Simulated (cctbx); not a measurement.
## Diagnosing a refinement

Cell a = 6.9080 Å, b = 6.9080 Å, c = 11.6850 Å, α = 90.00°, β = 90.00°, γ = 90.00°; space group I4_1/a (no. 88, origin choice 1). The compound is PrCu2S4.

The data are simulated with cctbx, not measured: Ag Kα, λ = 0.56087 Å, to d = 0.8 Å, 70 % of the full sphere, strongest reflection 40000 counts, noise from counting, a 6 % proportional error and a noise floor of 4 counts (s.d.); no absorption.

An anisotropic refinement with weights 1/σ² prints:

```text
Rint 0.041, 291 unique reflections to 0.80 A
cycle     R1     wR2    GooF  max shift (A)
   1  0.4530  0.8013  24.744   0.02272
   3  0.1205  0.3530  10.901   0.00002
final R1 0.1204 wR2 0.3530 GooF 10.901  parameters 17  data/parameter 17.1
atom        x        y        z      Ueq    occ   su(xyz)  su(Uiso or U11)
Ir1    0.00000  0.50000  0.25000   0.0033  1.000  0.00000  0.0015
Cu1    0.25000  0.00000  0.37500  -0.0141  1.000  0.00000  0.0020  NPD
S1     0.14576  0.28524  0.45098  -0.0034  1.000  0.00094  0.0028  NPD
difference map: max 30.13 min -2.73 rms 2.30
Q1    0.0000  0.0000  0.0000    4   30.13  0.00 A from Ir1
Q2    0.0000  0.2500  0.6250    8   16.87  0.00 A from Cu1
Q3    0.1425  0.2806  0.4408   16   12.82  0.13 A from S1
Q4    0.1229  0.1443  0.5395   16    1.79  1.43 A from S1
Q5    0.1590  0.1963  0.3577   16    1.57  1.25 A from S1
Q6    0.1100  0.2626  0.7515   16    1.53  1.49 A from S1
```

**Question.** Can this result stand? If not, what is the likely fault?

Mend it. The fault: wrong element: Ir1 is Pr. Against the right model at the same level, R1 goes from 0.0110 to 0.1204 and GooF from 0.83 to 10.90, U of Cu1 shrinks from 0.0076 to -0.0141 Å², the top difference peak, 30.1 e/Å³, lies on Ir1 and Cu1 and S1 go non-positive-definite. Ir1 has 18 electrons too many, yet its U moves the other way: dispersion, the scale or a false minimum can outweigh the electron count.

The compound is PrCu2S4. The right model at the same level gives:

```text
Rint 0.041, 291 unique reflections to 0.80 A
cycle     R1     wR2    GooF  max shift (A)
   1  0.0181  0.0702   2.168   0.00045
   2  0.0110  0.0270   0.833   0.00000
final R1 0.0110 wR2 0.0270 GooF 0.833  parameters 17  data/parameter 17.1
atom        x        y        z      Ueq    occ   su(xyz)  su(Uiso or U11)
Pr1    0.00000  0.50000  0.25000   0.0063  1.000  0.00000  0.0001
Cu1    0.25000  0.00000  0.37500   0.0076  1.000  0.00000  0.0002
S1     0.14689  0.28319  0.44965   0.0142  1.000  0.00006  0.0002
difference map: max 0.49 min -0.41 rms 0.12
Q1    0.1141  0.3136  0.2369   16    0.50  1.42 A from S1
Q2    0.0000  0.0000  0.2014    8    0.39  1.81 A from S1
Q3    0.0655  0.3775  0.4230   16    0.39  0.91 A from S1
Q4    0.1358  0.1728  0.6778   16    0.34  1.24 A from Cu1
Q5    0.0418  0.2379  0.3752   16    0.34  1.18 A from S1
Q6    0.1464  0.1539  0.3612   16    0.33  1.29 A from Cu1
```

Isotropic U is held between 0.0001 and 1 Å² by the program, and listed peak heights are interpolated, so they can pass the grid's maximum.

The model was made for the exercise: a known structure type with other elements put in, its volume estimated, not relaxed; displacement parameters are assumed.

[Middle refinement cycles are left out of these outputs.]

[Logs are printed without paths, hosts, clocks, repeated set-up lines and the standing remarks that a program may print on its own settings, such as how far it seeks lower states.]
